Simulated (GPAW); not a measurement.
## Mo2N(OH)2 MXene monolayer: work function by functional and basis

Wanted: work functions and dipole of Mo2N(OH)2 MXene monolayer, with the cost of each level.

Program: GPAW 26.7.0. Level of theory: GPAW, PAW setups; layer in a repeated cell with vacuum, relaxation of atoms and in-plane cell, in the first sound run; inputs show where later runs differ. Results are calculated unless marked as measured.

### 1. Starting point

The cell holds 7 atoms: 2 H, 2 O, 2 Mo and 1 N. Its edges and angles: a = 2.953 Å, b = 2.953 Å, c = 20.552 Å, α = 90.0°, β = 90.0°, γ = 120.0°. Vacuum lies along c.

### 2. Relaxing the atoms

The atoms are relaxed first, since the surface dipole, and with it the work function, follows the positions of the outer layers.

run.py

```python
import json
import numpy as np
from ase import Atoms
from ase.filters import FrechetCellFilter
from ase.optimize import BFGS
from gpaw import GPAW, PW

slab = Atoms(
    ['H', 'O', 'Mo', 'N', 'Mo', 'O', 'H'],
    positions=[
        [-0.00000, 1.70505, 7.00000],
        [-0.00000, 1.70505, 7.98000],
        [1.47662, 0.85253, 9.11089],
        [0.00000, 0.00000, 10.27616],
        [-0.00000, 1.70505, 11.44143],
        [1.47662, 0.85253, 12.57232],
        [1.47662, 0.85253, 13.55232]],
    cell=[[2.95324, 0.0, 0.0], [-1.47662, 2.55758, 0.0], [0.0, 0.0, 20.5523]],
    pbc=[True, True, True])

slab.calc = GPAW(mode=PW(600), xc='PBE', kpts={'size': (12, 12, 1), 'gamma': True},
                 occupations={'name': 'fermi-dirac', 'width': 0.05}, nbands='160%',
                 convergence={'density': 1e-05}, maxiter=200,
                 symmetry={'tolerance': 1e-3}, txt='slab.txt')
result = {}
# The in-plane cell is free; stress needs a cell that repeats along all three vectors
path = []
opt = BFGS(FrechetCellFilter(slab, mask=[1, 1, 0, 0, 0, 1]), maxstep=0.2)
opt.attach(lambda: path.append((slab.get_potential_energy(), slab.positions.tolist(), slab.get_forces().tolist())))
result['relaxed'] = bool(opt.run(fmax=0.02, steps=45))
result['path'] = path
result['cell'] = slab.cell.tolist()
print('in-plane lattice', slab.cell.cellpar().round(4)[[0, 1, 5]])
energy = slab.get_potential_energy()
fermi = slab.calc.get_fermi_level()
v = slab.calc.get_electrostatic_potential().mean((0, 1)) - fermi
n = slab.calc.get_pseudo_density().mean((0, 1))
L = slab.cell[2, 2]
z = np.arange(len(v)) * L / len(v)
low, high = slab.positions[:, 2].min(), slab.positions[:, 2].max()
below, above = np.interp([low - 4.8, high + 4.8], z, v)
slopes = [np.interp(x, z, np.gradient(v, z)) for x in (low - 4.8, high + 4.8)]
eps = np.array([[slab.calc.get_eigenvalues(k, s) for k in range(len(slab.calc.get_ibz_k_points()))]
                for s in range(slab.calc.get_number_of_spins())]) - fermi
top, bottom = eps[eps < 0].max(), eps[eps > 0].min()
dipole = slab.get_dipole_moment()[2]
print(f'energy {energy:.4f} eV, Fermi level {fermi:.4f} eV, dipole {dipole:.5f} e A')
print(f'potential 4.8 A off the faces, from the Fermi level: lower {below:.4f} eV, upper {above:.4f} eV')
print(f'slope of the potential there: lower {slopes[0]:.5f}, upper {slopes[1]:.5f} eV/A')
print(f'nearest levels on the mesh: {top:.4f} and {bottom:.4f} eV')
print('magnetic moment', round(slab.get_magnetic_moment(), 3))
result.update(energy=energy, fermi=fermi, dipole=dipole, below=below, above=above, slopes=slopes, edges=[top, bottom],
              z=z.tolist(), v=v.tolist(), n=n.tolist(), positions=slab.positions.tolist(),
              forces=slab.get_forces(apply_constraint=False).tolist(), moments=slab.get_magnetic_moments().tolist())
json.dump(result, open('result.json', 'w'))
```

On the command line:

```bash
> OMP_NUM_THREADS=1 OPENBLAS_NUM_THREADS=1 python run.py
```

The log of the run:

```text
Step          Energy          fmax
BFGS:    0      -50.153881        3.128086
BFGS:    1      -50.433678        2.218914
BFGS:    2      -50.919189        2.171549
BFGS:    3      -51.360146        1.290522
BFGS:    4      -51.470594        1.172915
BFGS:    5      -51.560646        0.869205
BFGS:    6      -51.668013        1.189493
BFGS:    7      -51.721187        1.219973
BFGS:    8      -51.764616        2.408067
BFGS:    9      -51.909835        1.761297
BFGS:   10      -52.180832        0.728767
BFGS:   11      -52.178241        0.298308
BFGS:   12      -52.209878        0.096703
BFGS:   13      -52.209622        0.017722
in-plane lattice [  2.793   2.793 120.   ]
energy -52.1972 eV, Fermi level 3.4835 eV, dipole 0.00035 e A
potential 4.8 A off the faces, from the Fermi level: lower 2.4104 eV, upper 2.4090 eV
slope of the potential there: lower -0.00885, upper 0.00971 eV/A
nearest levels on the mesh: -0.0079 and 0.0112 eV
magnetic moment 0.0
```

Elapsed: 37 min, on 1 thread of Intel Xeon Platinum 8259CL at 2.50GHz (Skylake/Cascade Lake), shared host; peak memory 0.41 GiB.

This run has no spin polarisation, although Mo can carry a moment.

Numbers from this step:

```yaml
dipole_along_the_normal: 3.49e-4 e·Å
levels_nearest_the_fermi_level_on_the_mesh: -0.007898, 0.01120 eV from the Fermi level
```

The electrostatic potential energy of an electron (without an applied field's), less the Fermi level, planar mean oscillates, so the rows of the table below give means over windows of 1.88 Å about each position, cut where the curve ends. Its maxima inside the range that stand out by 2 % of the span (Å: eV): 6.7: -0.948, 7.9: -6.28, 9.8: -6.28, 10.8: -6.28, 12.7: -6.29, 13.9: -0.953. Its minima: 6.4: -2.20, 7.4: -12.9, 8.8: -30.7, 10.3: -15.2, 11.7: -30.7, 13.2: -12.9, 14.1: -2.20.

The electrostatic potential energy of an electron (without an applied field's), less the Fermi level, planar mean by z; means over each step:

```tsv
z (Å)	electrostatic potential energy of an electron (without an applied field's), less the Fermi level, planar mean (eV)
0.94	2.41
2.82	2.37
4.70	1.83
6.58	-3.45
8.46	-17.7
10.34	-9.95
12.22	-17.5
14.10	-2.56
15.98	1.91
17.86	2.37
19.74	2.41
```

The pseudo valence density, planar mean oscillates, so the rows of the table below give means over windows of 1.46 Å about each position, cut where the curve ends. Its maxima inside the range that stand out by 2 % of the span (Å: e/Å³): 7.4: 1.11, 8.7: 2.04, 10.3: 0.822, 11.8: 2.04, 13.2: 1.11. Its minima: 8.0: 0.521, 9.6: 0.548, 11.0: 0.548, 12.5: 0.521.

The pseudo valence density, planar mean by z; means over each step:

```tsv
z (Å)	pseudo valence density, planar mean (e/Å³)
2.19	2.0e-4
3.65	0.00133
5.11	0.0106
6.57	0.349
8.03	0.976
9.49	1.01
10.95	0.920
12.41	1.05
13.87	0.425
15.33	0.0138
16.79	0.00152
18.25	2.3e-4
19.71	3.2e-5
```

The relaxation lowered the energy of the cell by 2.06 eV (energies extrapolated to zero smearing; the optimiser's log prints free energies). The largest force left on a free atom is 0.018 eV/Å.

### 3. The slab's potential

The work function is the vacuum plateau of the electrostatic potential less the Fermi level; a dipole layer lets the two faces have plateaus of their own.

This step: GPAW, PAW setups; slab in vacuum (GPAW 26.7.0).

The cell differs from the one that the last finished run ended in (c 20.552 → 21.753 Å).

run.py

```python
import json
import numpy as np
from ase import Atoms
from gpaw import GPAW, PW

slab = Atoms(
    ['H', 'O', 'Mo', 'N', 'Mo', 'O', 'H'],
    positions=[
        [0.00000, 1.61254, 7.00000],
        [0.00000, 1.61254, 7.98055],
        [1.39650, 0.80627, 9.41815],
        [0.00000, -0.00000, 10.87642],
        [0.00000, 1.61254, 12.33469],
        [1.39650, 0.80627, 13.77229],
        [1.39650, 0.80627, 14.75284]],
    cell=[[2.79301, -0.0, 0.0], [-1.3965, 2.41881, 0.0], [0.0, 0.0, 21.7528]],
    pbc=[True, True, False])

slab.calc = GPAW(mode=PW(500), xc='PBE', kpts={'size': (12, 12, 1), 'gamma': True},
                 occupations={'name': 'fermi-dirac', 'width': 0.05}, nbands='160%',
                 convergence={'density': 1e-05}, maxiter=200,
                 poissonsolver={'dipolelayer': 'xy'},
                 symmetry={'tolerance': 1e-3}, txt='slab.txt')
result = {}
energy = slab.get_potential_energy()
fermi = slab.calc.get_fermi_level()
v = slab.calc.get_electrostatic_potential().mean((0, 1)) - fermi
n = slab.calc.get_pseudo_density().mean((0, 1))
L = slab.cell[2, 2]
z = np.arange(len(v)) * L / len(v)
low, high = slab.positions[:, 2].min(), slab.positions[:, 2].max()
below, above = np.interp([low - 4.8, high + 4.8], z, v)
slopes = [np.interp(x, z, np.gradient(v, z)) for x in (low - 4.8, high + 4.8)]
eps = np.array([[slab.calc.get_eigenvalues(k, s) for k in range(len(slab.calc.get_ibz_k_points()))]
                for s in range(slab.calc.get_number_of_spins())]) - fermi
top, bottom = eps[eps < 0].max(), eps[eps > 0].min()
dipole = slab.get_dipole_moment()[2]
print(f'energy {energy:.4f} eV, Fermi level {fermi:.4f} eV, dipole {dipole:.5f} e A')
print(f'potential 4.8 A off the faces, from the Fermi level: lower {below:.4f} eV, upper {above:.4f} eV')
print(f'slope of the potential there: lower {slopes[0]:.5f}, upper {slopes[1]:.5f} eV/A')
print(f'nearest levels on the mesh: {top:.4f} and {bottom:.4f} eV')
print('magnetic moment', round(slab.get_magnetic_moment(), 3))
result.update(energy=energy, fermi=fermi, dipole=dipole, below=below, above=above, slopes=slopes, edges=[top, bottom],
              z=z.tolist(), v=v.tolist(), n=n.tolist(), positions=slab.positions.tolist(),
              forces=slab.get_forces(apply_constraint=False).tolist(), moments=slab.get_magnetic_moments().tolist())
json.dump(result, open('result.json', 'w'))
```

The log of the run:

```text
energy -51.0554 eV, Fermi level 3.1569 eV, dipole 0.00077 e A
potential 4.8 A off the faces, from the Fermi level: lower 2.4272 eV, upper 2.4095 eV
slope of the potential there: lower -0.00933, upper 0.00934 eV/A
nearest levels on the mesh: -0.0091 and 0.0110 eV
magnetic moment 0.0
```

Wall time 91 s (1 thread); peak memory 0.24 GiB.

Numbers from this step:

```yaml
dipole_along_the_normal: 7.71e-4 e·Å
levels_nearest_the_fermi_level_on_the_mesh: -0.009120, 0.01104 eV from the Fermi level
upper_work_function: 2.409 eV
lower_work_function: 2.427 eV
```

The electrostatic potential energy of an electron (without an applied field's), less the Fermi level, planar mean oscillates, so the rows of the table below give means over windows of 1.9 Å about each position, cut where the curve ends. Its maxima inside the range that stand out by 2 % of the span (Å: eV): 7.3: -0.914, 8.4: -6.26, 10.3: -6.38, 11.4: -6.39, 13.3: -6.27, 14.4: -0.931. Its minima: 7.0: -2.23, 8.0: -13.0, 9.4: -30.7, 10.9: -15.3, 12.3: -30.7, 13.8: -13.0, 14.8: -2.24.

Electrostatic potential energy of an electron (without an applied field's), less the Fermi level, planar mean against z; means over each step:

```tsv
z (Å)	electrostatic potential energy of an electron (without an applied field's), less the Fermi level, planar mean (eV)
0.95	2.43
2.85	2.41
4.75	2.14
6.65	-0.376
8.55	-14.4
10.45	-13.1
12.35	-17.7
14.25	-4.94
16.15	1.52
18.05	2.34
19.95	2.41
```

The pseudo valence density, planar mean oscillates, so the rows of the table below give means over windows of 1.45 Å about each position, cut where the curve ends. Its maxima inside the range that stand out by 2 % of the span (Å: e/Å³): 8.0: 1.11, 9.4: 2.11, 10.9: 0.817, 12.3: 2.11, 13.8: 1.11. Its minima: 8.7: 0.531, 10.2: 0.557, 11.6: 0.557, 13.1: 0.531.

Table of pseudo valence density, planar mean by z; means over each step:

```tsv
z (Å)	pseudo valence density, planar mean (e/Å³)
2.17	8.5e-5
3.62	6.1e-4
5.07	0.00360
6.52	0.0843
7.97	0.721
9.42	1.25
10.87	0.682
12.32	1.25
13.77	0.722
15.22	0.0849
16.67	0.00362
18.12	6.1e-4
19.57	8.5e-5
```

Force by atom:

```tsv
atom	x (eV/Å)	y (eV/Å)	z (eV/Å)	size
H1	0.000	0.000	-0.113	0.113
O2	0.000	0.000	0.123	0.123
Mo3	0.000	0.000	-0.030	0.030
N4	0.000	0.000	0.000	0.000
Mo5	0.000	0.000	0.030	0.030
O6	0.000	0.000	-0.123	0.123
H7	0.000	0.000	0.113	0.113
```

The potential is flat to 0.009 eV/Å where it is read, so the vacuum is wide enough.

### 4. Self-consistent run: xc = "LDA"

The same geometry under LDA, to see how far the functional moves the levels against the vacuum.

run.py: that of step 3 with these lines changed.

```diff
@@ -18,3 +18,3 @@
 
-slab.calc = GPAW(mode=PW(500), xc='PBE', kpts={'size': (12, 12, 1), 'gamma': True},
+slab.calc = GPAW(mode=PW(500), xc='LDA', kpts={'size': (12, 12, 1), 'gamma': True},
                  occupations={'name': 'fermi-dirac', 'width': 0.05}, nbands='160%',
```

The log of the run:

```text
energy -56.9686 eV, Fermi level 2.8749 eV, dipole 0.00077 e A
potential 4.8 A off the faces, from the Fermi level: lower 2.7017 eV, upper 2.6839 eV
slope of the potential there: lower -0.00632, upper 0.00633 eV/A
nearest levels on the mesh: -0.0001 and 0.0198 eV
magnetic moment 0.0
```

It took 90 s on 1 thread; peak memory 0.24 GiB.

This step gave:

* dipole along the normal: 7.70e-4 e·Å
* levels nearest the Fermi level on the mesh: -1.46e-4, 0.01976 eV from the Fermi level
* upper work function: 2.684 eV
* lower work function: 2.702 eV

The electrostatic potential energy of an electron (without an applied field's), less the Fermi level, planar mean oscillates, so the rows of the table below give means over windows of 1.9 Å about each position, cut where the curve ends. Its maxima inside the range that stand out by 2 % of the span (Å: eV): 7.3: -0.647, 8.4: -5.94, 10.3: -6.11, 11.4: -6.12, 13.3: -5.95, 14.4: -0.664. Its minima: 7.0: -1.97, 8.0: -12.8, 9.4: -30.4, 10.9: -15.1, 12.3: -30.4, 13.8: -12.8, 14.8: -1.99.

The electrostatic potential energy of an electron (without an applied field's), less the Fermi level, planar mean by z; means over each step:

z (Å), electrostatic potential energy of an electron (without an applied field's), less the Fermi level, planar mean (eV) and a bar from the least value:
```
     0.95        2.7 ##############################
     2.85        2.7 ##############################
     4.75        2.4 ##############################
     6.65       -0.1 ##########################
     8.55      -14.1 #####
    10.45      -12.8 #######
    12.35      -17.5 
    14.25       -4.7 ###################
    16.15        1.8 #############################
    18.05        2.6 ##############################
    19.95        2.7 ##############################
```

The pseudo valence density, planar mean oscillates, so the rows of the table below give means over windows of 1.45 Å about each position, cut where the curve ends. Its maxima inside the range that stand out by 2 % of the span (Å: e/Å³): 8.0: 1.11, 9.4: 2.10, 10.9: 0.816, 12.3: 2.10, 13.8: 1.11. Its minima: 8.7: 0.536, 10.2: 0.560, 11.6: 0.560, 13.1: 0.536.

The pseudo valence density, planar mean by z; means over each step:

z (Å), pseudo valence density, planar mean (e/Å³) and a bar:
```
     2.17       0.00 
     3.62       0.00 
     5.07       0.00 
     6.52       0.08 ##
     7.97       0.72 #################
     9.42       1.25 ##############################
    10.87       0.68 ################
    12.32       1.25 ##############################
    13.77       0.72 #################
    15.22       0.08 ##
    16.67       0.00 
    18.12       0.00 
    19.57       0.00
```

Force by atom:

```tsv
atom	x (eV/Å)	y (eV/Å)	z (eV/Å)	size
H1	0.00	0.00	-0.28	0.28
O2	0.00	0.00	1.18	1.18
Mo3	0.00	0.00	-0.10	0.10
N4	0.00	0.00	0.00	0.00
Mo5	0.00	0.00	0.10	0.10
O6	0.00	0.00	-1.18	1.18
H7	0.00	0.00	0.28	0.28
```

The upper face's work function is 2.684 eV, against 2.409 eV in the first plane-wave PBE run at this geometry.

### 5. Self-consistent run: xc = "revPBE"

The same geometry under revPBE, to see how far the functional moves the levels against the vacuum.

run.py: that of step 4 with these lines changed.

```diff
@@ -18,3 +18,3 @@
 
-slab.calc = GPAW(mode=PW(500), xc='LDA', kpts={'size': (12, 12, 1), 'gamma': True},
+slab.calc = GPAW(mode=PW(500), xc='revPBE', kpts={'size': (12, 12, 1), 'gamma': True},
                  occupations={'name': 'fermi-dirac', 'width': 0.05}, nbands='160%',
```

The log of the run:

```text
energy -48.7571 eV, Fermi level 3.2933 eV, dipole 0.00077 e A
potential 4.8 A off the faces, from the Fermi level: lower 2.2678 eV, upper 2.2501 eV
slope of the potential there: lower -0.01271, upper 0.01272 eV/A
nearest levels on the mesh: -0.0125 and 0.0064 eV
magnetic moment 0.0
```

The job ended after 1.8 min (1 thread; peak memory 0.24 GiB).

This step gave:

| Property | Result |
| --- | --- |
| dipole along the normal | 7.71e-4 e·Å |
| levels nearest the Fermi level on the mesh | -0.01254, 0.006391 eV from the Fermi level |
| upper work function | 2.250 eV |
| lower work function | 2.268 eV |

The upper face's work function is 2.250 eV, against 2.409 eV in the first plane-wave PBE run at this geometry.

### 6. Self-consistent run: xc = "RPBE"

The same geometry under RPBE, to see how far the functional moves the levels against the vacuum.

run.py: that of step 5 with these lines changed.

```diff
@@ -18,3 +18,3 @@
 
-slab.calc = GPAW(mode=PW(500), xc='revPBE', kpts={'size': (12, 12, 1), 'gamma': True},
+slab.calc = GPAW(mode=PW(500), xc='RPBE', kpts={'size': (12, 12, 1), 'gamma': True},
                  occupations={'name': 'fermi-dirac', 'width': 0.05}, nbands='160%',
```

The log of the run:

```text
energy -48.3406 eV, Fermi level 3.3087 eV, dipole 0.00077 e A
potential 4.8 A off the faces, from the Fermi level: lower 2.2573 eV, upper 2.2396 eV
slope of the potential there: lower -0.01285, upper 0.01286 eV/A
nearest levels on the mesh: -0.0129 and 0.0063 eV
magnetic moment 0.0
```

Elapsed: 94 s, on 1 thread; peak memory 0.24 GiB.

This step gave:

* dipole along the normal: 7.72e-4 e·Å
* levels nearest the Fermi level on the mesh: -0.01286, 0.006318 eV from the Fermi level
* upper work function: 2.240 eV
* lower work function: 2.257 eV

The upper face's work function is 2.240 eV, against 2.409 eV in the first plane-wave PBE run at this geometry.

### 7. Self-consistent run: xc = "vdW-DF2"

The same geometry under vdW-DF2, to see how far the functional moves the levels against the vacuum (the van der Waals functionals take revPBE setups).

run.py: that of step 6 with these lines changed.

```diff
@@ -18,3 +18,3 @@
 
-slab.calc = GPAW(mode=PW(500), xc='RPBE', kpts={'size': (12, 12, 1), 'gamma': True},
+slab.calc = GPAW(mode=PW(500), xc='vdW-DF2', kpts={'size': (12, 12, 1), 'gamma': True},
                  occupations={'name': 'fermi-dirac', 'width': 0.05}, nbands='160%',
```

The log of the run:

```text
energy -245.8405 eV, Fermi level 2.7593 eV, dipole 0.00077 e A
potential 4.8 A off the faces, from the Fermi level: lower 3.0554 eV, upper 3.0378 eV
slope of the potential there: lower -0.01916, upper 0.01917 eV/A
nearest levels on the mesh: -0.0438 and 0.0060 eV
magnetic moment 0.0
```

Wall time 2.1 min (1 thread); peak memory 0.38 GiB.

This step gave:

```
dipole along the normal                    : 7.73e-4 e·Å
levels nearest the Fermi level on the mesh : -0.04382, 0.005989 eV from the Fermi level
upper work function                        : 3.038 eV
lower work function                        : 3.055 eV
```

The electrostatic potential energy of an electron (without an applied field's), less the Fermi level, planar mean oscillates, so the rows of the table below give means over windows of 1.9 Å about each position, cut where the curve ends. Its maxima inside the range that stand out by 2 % of the span (Å: eV): 7.3: -0.572, 8.4: -6.28, 10.3: -6.50, 11.4: -6.50, 13.3: -6.29, 14.4: -0.589. Its minima: 7.0: -1.77, 8.0: -12.8, 9.4: -30.8, 10.9: -15.2, 12.3: -30.8, 13.8: -12.8, 14.8: -1.79.

Table of electrostatic potential energy of an electron (without an applied field's), less the Fermi level, planar mean by z; means over each step:

z (Å), electrostatic potential energy of an electron (without an applied field's), less the Fermi level, planar mean (eV) and a bar from the least value:
```
     0.95        3.1 ##############################
     2.85        3.0 ##############################
     4.75        2.7 ##############################
     6.65        0.1 ##########################
     8.55      -14.4 #####
    10.45      -13.1 #######
    12.35      -17.9 
    14.25       -4.6 ###################
    16.15        2.1 #############################
    18.05        2.9 ##############################
    19.95        3.0 ##############################
```

The upper face's work function is 3.038 eV, against 2.409 eV in the first plane-wave PBE run at this geometry.

[end of part 1 of 2]

[Logs are printed without paths, hosts, clocks, repeated set-up lines and the standing remarks that a program may print on its own settings, such as how far it seeks lower states.]

[Hosts, paths, dates, database ids (printed as entryN), source tags and the programs' standing remarks are cut or masked in the printed files.]
